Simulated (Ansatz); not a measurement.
# The perfect C wire along [100], 25 atoms a period, H-terminated, part 2 of 3

Aim: is the C wire along [100], 25 atoms a period, H-terminated a metal or a semiconductor?

Ansatz 0.2.0; DFT PBE, plane waves, PAW; relaxation of a wire's period; PAW set soft_1 (the session's first sound run).

So far. Step 2 (Relaxing the period): The cell's length comes to 3.671 Å with spin left out.

### Step 3. The perfect wire

This step: DFT PBE, plane waves, PAW; bands of a perfect wire; PAW set soft_1 (Ansatz 0.2.0).

At the relaxed period the bands are computed along the axis; those that cross an energy going forward count the channels that a perfect wire would open there.

File input.yaml:

```yaml
crystal:
  lattice:
    - [15.233, 0.0, 0.0]
    - [0.0, 15.233, 0.0]
    - [0.0, 0.0, 3.6705897683]
  atoms:
    - { symbol: C, position: [0.266804168, 0.500008685, 0.0] }
    - { symbol: C, position: [0.384169712, 0.384169712, 0.992805407] }
    - { symbol: C, position: [0.384169712, 0.615847659, 0.007194593] }
    - { symbol: C, position: [0.500008685, 0.266804168, 0.0] }
    - { symbol: C, position: [0.500008685, 0.500008685, 0.0] }
    - { symbol: C, position: [0.500008685, 0.733213202, 0.0] }
    - { symbol: C, position: [0.615847659, 0.384169712, 0.007194593] }
    - { symbol: C, position: [0.615847659, 0.615847659, 0.992805407] }
    - { symbol: C, position: [0.733213202, 0.500008685, 0.0] }
    - { symbol: H, position: [0.223134469, 0.458259074, 0.16423002] }
    - { symbol: H, position: [0.340995652, 0.340995652, 0.153206903] }
    - { symbol: H, position: [0.458259074, 0.223134469, 0.16423002] }
    - { symbol: H, position: [0.541758297, 0.776882902, 0.16423002] }
    - { symbol: H, position: [0.659021718, 0.659021718, 0.153206903] }
    - { symbol: H, position: [0.776882902, 0.541758297, 0.16423002] }
    - { symbol: C, position: [0.324884357, 0.557348168, 0.24357987] }
    - { symbol: C, position: [0.441033559, 0.441033559, 0.251820924] }
    - { symbol: C, position: [0.442669203, 0.675133014, 0.24357987] }
    - { symbol: C, position: [0.557348168, 0.324884357, 0.24357987] }
    - { symbol: C, position: [0.558983812, 0.558983812, 0.251820924] }
    - { symbol: C, position: [0.675133014, 0.442669203, 0.24357987] }
    - { symbol: H, position: [0.282452984, 0.600909407, 0.404861937] }
    - { symbol: H, position: [0.399107963, 0.717564387, 0.404861937] }
    - { symbol: H, position: [0.600909407, 0.282452984, 0.404861937] }
    - { symbol: H, position: [0.717564387, 0.399107963, 0.404861937] }
    - { symbol: C, position: [0.381898629, 0.500008685, 0.5] }
    - { symbol: C, position: [0.500008685, 0.381898629, 0.5] }
    - { symbol: C, position: [0.500008685, 0.618118742, 0.5] }
    - { symbol: C, position: [0.618118742, 0.500008685, 0.5] }
    - { symbol: H, position: [0.282452984, 0.399107963, 0.595138063] }
    - { symbol: H, position: [0.399107963, 0.282452984, 0.595138063] }
    - { symbol: H, position: [0.600909407, 0.717564387, 0.595138063] }
    - { symbol: H, position: [0.717564387, 0.600909407, 0.595138063] }
    - { symbol: C, position: [0.324884357, 0.442669203, 0.75642013] }
    - { symbol: C, position: [0.442669203, 0.324884357, 0.75642013] }
    - { symbol: C, position: [0.441033559, 0.558983812, 0.748179076] }
    - { symbol: C, position: [0.558983812, 0.441033559, 0.748179076] }
    - { symbol: C, position: [0.557348168, 0.675133014, 0.75642013] }
    - { symbol: C, position: [0.675133014, 0.557348168, 0.75642013] }
    - { symbol: H, position: [0.223134469, 0.541758297, 0.83576998] }
    - { symbol: H, position: [0.340995652, 0.659021718, 0.846793097] }
    - { symbol: H, position: [0.458259074, 0.776882902, 0.83576998] }
    - { symbol: H, position: [0.541758297, 0.223134469, 0.83576998] }
    - { symbol: H, position: [0.659021718, 0.340995652, 0.846793097] }
    - { symbol: H, position: [0.776882902, 0.458259074, 0.83576998] }
kpoints:
  mp_grid: { grid: [1, 1, 22] }
  band_path: { path: ["Γ", Z], npoints: 90 }
scf:
  occupations: { method: fermi_dirac, width: 0.05 }
hamiltonian:
  xc: pbe
  pseudopotentials: { kind: paw, azcp: { folder: soft_1 } }
output:
  dos: { e_range: [-5, 4] }
  write_potential: true
  write_density: true
  volumetric_format: npy
```

Launch:

```
> ansatz run input.yaml --threads 4 --pin off --max-ram 16384MiB --backend cpu --events-out ev --progress --plain --runs-dir out
```

Numbers of over 12 decimals in the logs are rounded to 6 here.

The log of the run:

```text
[...]
Crystal: 45 atoms, lattice volume = 851.739 Å³
Basis set: ecut = 420 eV, 16613 PW (Γ)
Bands: 105, of which v1, the nominal top of the filled ones, is band 60 counted from 1 (59 counted from 0)
Symmetry: 8 space group operations
[...]
k-points: 12 of 22
[...]
SCF iter   1: F=—  HF=-6612.391873 eV  |F-HF|=—  |Δ(HF+E_count)|=         —  Δρ=7.74e-2  dr2=5.56e1  ethr=3.10e-3  ⟨swp⟩=7.9  Hψ=6923  notcnv=0  defer=143
[...]
SCF iter   9: F=-6592.906765 eV  HF=-6592.906765 eV  |F-HF|=1.46e-8  |Δ(HF+E_count)|=   7.06e-7  Δρ=2.08e-6  dr2=4.57e-8  ethr=8.33e-11  ⟨swp⟩=24.8  Hψ=11632  notcnv=0
SCF 1 converged in 9 iterations: F = -6592.906765 eV  dr2 = 4.57e-8
[...]
NSCF: frozen V_eff on 91 k-points
WARN: The output density's exchange-correlation potential varies sharply where the density is thin. Do not read a vacuum level from v_tot or v_xc, or from such a field of the output density. On a cell that repeats whose density bears no net charge and no dipole along the vacuum's axis use v_es (v_loc + v_h of the components); under efield.dipole_correction with no amplitude use v_es + v_field, which holds any externa [...]
SCF converged after 9 iterations
Free energy (F): -6592.906765 eV
[...]
Internal energy: -6592.906765 eV  (E = F + TS)
E sigma→0 (E₀):  -6592.906765 eV
Fermi energy:    0.370050 eV
[...]
--- Band table (eV; the first three rows and the last of 12) ---
  k-point 0: bands = [... 56 lower, -2.2868, -2.2437, -1.2474, -1.2474, 1.9679, 2.5342, 2.5342, 2.5412, ... 41 higher]
  k-point 1: bands = [... 56 lower, -2.3031, -2.1971, -1.2941, -1.2941, 1.9935, 2.5573, 2.5573, 2.5655, ... 41 higher]
  k-point 2: bands = [... 56 lower, -2.3510, -2.0873, -1.4274, -1.4274, 2.0687, 2.6259, 2.6259, 2.6371, ... 41 higher]
  k-point 11: bands = [... 56 lower, -3.4024, -3.3519, -2.9428, -2.9428, 4.2465, 4.6468, 4.7281, 4.7401, ... 41 higher]
```

The job ended after 5.8 min (4 threads of Arm Neoverse V1, shared host; peak memory 4.8 GiB).

This step gave:

| Item | Value |
| --- | --- |
| band gap | 3.215 eV |

Electronic bands along the path, in eV, zero at the Fermi level; v1 is the highest filled band, c1 the lowest empty one:

```
  point     v4     v3     v2     v1    c1    c2    c3    c4
      Γ  -2.66  -2.61  -1.62  -1.62  1.60  2.16  2.16  2.17
halfway  -3.11  -2.62  -2.62  -2.25  2.29  2.82  2.82  2.83
      Z  -3.77  -3.72  -3.31  -3.31  3.88  4.28  4.36  4.37
```

The gap is 3.22 eV, with spin left out.

On this path the gap is direct, 3.22 eV, with the valence top at Γ and the conduction bottom at Γ.

### Step 4. Another level of theory, cutoff 500 eV, k-mesh 1×1×17

This step: DFT r2SCAN, plane waves, PAW; bands of a perfect wire at the PBE geometry; PAW set soft_1 (Ansatz 0.2.0).

The atoms stay at the PBE geometry and the functional changes. r2SCAN also reads the kinetic-energy density; it often gives larger moments and wider gaps than PBE, at a higher cost. Against the first PBE run of this kind, the cutoff is 500 eV against 420 and the mesh along the wire has 17 points against 22.

input.yaml: that of step 3 with these lines changed.

```diff
@@ -52,3 +52,3 @@
 kpoints:
-  mp_grid: { grid: [1, 1, 22] }
+  mp_grid: { grid: [1, 1, 17] }
   band_path: { path: ["Γ", Z], npoints: 90 }
@@ -57,8 +57,3 @@
 hamiltonian:
-  xc: pbe
+  xc: r2scan
   pseudopotentials: { kind: paw, azcp: { folder: soft_1 } }
-output:
-  dos: { e_range: [-5, 4] }
-  write_potential: true
-  write_density: true
-  volumetric_format: npy
```

The log of the run:

```text
[...]
Crystal: 45 atoms, lattice volume = 851.739 Å³
Basis set: ecut = 500 eV, 21733 PW (Γ), exchange–correlation on 480×480×108 points (64 copies of the dense FFT grid, shifted against one another)
Bands: 105, of which v1, the nominal top of the filled ones, is band 60 counted from 1 (59 counted from 0)
Symmetry: 8 space group operations
[...]
k-points: 9 of 17
[...]
SCF iter   1: F=—  HF=-6626.855447 eV  |F-HF|=—  |Δ(HF+E_count)|=         —  Δρ=7.47e-2  dr2=5.07e1  dr2_τ=7.73e0  ethr=3.10e-3  ⟨swp⟩=8.3  Hψ=5469  notcnv=0  defer=112
[...]
SCF iter   9: F=-6612.802283 eV  HF=-6612.802283 eV  |F-HF|=3.19e-8  |Δ(HF+E_count)|=   5.58e-7  Δρ=1.39e-6  dr2=1.25e-8  dr2_τ=1.71e-9  ethr=8.33e-11  ⟨swp⟩=25.1  Hψ=8943  notcnv=0
SCF 1 converged in 9 iterations: F = -6612.802283 eV  dr2 = 1.25e-8
[...]
SCF converged after 9 iterations
Free energy (F): -6612.802283 eV
[...]
Internal energy: -6612.802283 eV  (E = F + TS)
E sigma→0 (E₀):  -6612.802283 eV
Fermi energy:    0.525112 eV
[...]
--- Band table (eV; the first three rows and the last of 9) ---
  k-point 0: bands = [... 56 lower, -2.4714, -2.3933, -1.3744, -1.3744, 2.4048, 2.9929, 2.9929, 3.0552, ... 41 higher]
  k-point 1: bands = [... 56 lower, -2.4998, -2.3187, -1.4550, -1.4550, 2.4491, 3.0328, 3.0328, 3.0986, ... 41 higher]
  k-point 2: bands = [... 56 lower, -2.5836, -2.1643, -1.6780, -1.6780, 2.5771, 3.1499, 3.1499, 3.2236, ... 41 higher]
  k-point 8: bands = [... 56 lower, -3.6175, -3.4103, -3.1150, -3.1150, 4.5757, 5.0567, 5.1394, 5.1394, ... 41 higher]
```

Wall time 7.9 min (4 threads); peak memory 7.1 GiB; 31 min of CPU time.

This step gave:

```yaml
band_gap: 3.779 eV
```

Electronic bands along the path, in eV, zero at the Fermi level; v1 is the highest filled band, c1 the lowest empty one:

```
  point     v4     v3     v2     v1    c1    c2    c3    c4
      Γ  -3.00  -2.92  -1.90  -1.90  1.88  2.47  2.47  2.53
halfway  -3.47  -2.94  -2.94  -2.56  2.59  3.14  3.15  3.15
      Z  -4.15  -4.11  -3.69  -3.69  4.16  4.56  4.71  4.72
```

The gap is 3.78 eV, against 3.22 eV under PBE at the relaxed period.

### Step 5. Another level of theory, level HSE06, cutoff 420 eV

This step: DFT HSE06, plane waves, PAW; levels of a perfect wire at the PBE geometry; PAW set soft_1 (Ansatz 0.2.0).

The atoms stay at the PBE geometry and the functional changes. HSE06 mixes in a quarter of short-range exact exchange, which removes part of the self-interaction that closes gaps; it is dear, so the mesh is thinner and no path is run. Against the first PBE run of this kind, the mesh along the wire has 9 points against 22.

input.yaml: that of step 4 with these lines changed.

```diff
@@ -52,4 +52,3 @@
 kpoints:
-  mp_grid: { grid: [1, 1, 17] }
-  band_path: { path: ["Γ", Z], npoints: 90 }
+  mp_grid: { grid: [1, 1, 9] }
 scf:
@@ -57,3 +56,3 @@
 hamiltonian:
-  xc: r2scan
+  xc: hse06
   pseudopotentials: { kind: paw, azcp: { folder: soft_1 } }
```

The log of the run:

```text
[...]
Crystal: 45 atoms, lattice volume = 851.739 Å³
Basis set: ecut = 420 eV, 16613 PW (Γ)
Bands: 105, of which v1, the nominal top of the filled ones, is band 60 counted from 1 (59 counted from 0)
Symmetry: 8 space group operations
[...]
k-points: 5 of 9
[...]
SCF iter   6: F=-6592.912447 eV  HF=-6592.912502 eV  |F-HF|=5.56e-5  |Δ(HF+E_count)|=   3.35e-5  Δρ=3.91e-4  dr2=7.87e-4  ethr=1.30e-5  ⟨swp⟩=4.8  Hψ=930  notcnv=0  defer=1
[...]
Fermi energy:    0.144037 eV
[...]
--- Band table (eV; the first three rows and the last of 5) ---
  k-point 0: bands = [... 56 lower, -3.0643, -2.9574, -1.9304, -1.9304, 2.1884]
  k-point 1: bands = [... 56 lower, -3.1676, -2.7466, -2.2050, -2.2050, 2.3355]
  k-point 2: bands = [... 56 lower, -3.4580, -2.8311, -2.8311, -2.5826, 2.7483]
  k-point 4: bands = [... 56 lower, -4.2744, -3.7555, -3.6500, -3.6500, 4.2437]
  guard bands above this table: 44 of the run's 105 bands. The solve was not asked for them (output.publish_guard_bands: true or output.eigenvalues: true publishes all)
[key lines of the parts left out:]
Free energy (F): -6595.251061 eV
```

Wall time 4.2 min (4 threads); peak memory 13 GiB; 16 min of CPU time.

Numbers from this step:

```
band gap : 4.119 eV
```

The gap is 4.12 eV, against 3.22 eV under PBE at the relaxed period.

[end of part 2 of 3]

[Logs are printed without paths, hosts, clocks, repeated set-up lines and the standing remarks that a program may print on its own settings, such as how far it seeks lower states.]

[Hosts, paths, dates, database ids (printed as entryN), source tags and the programs' standing remarks are cut or masked in the printed files.]
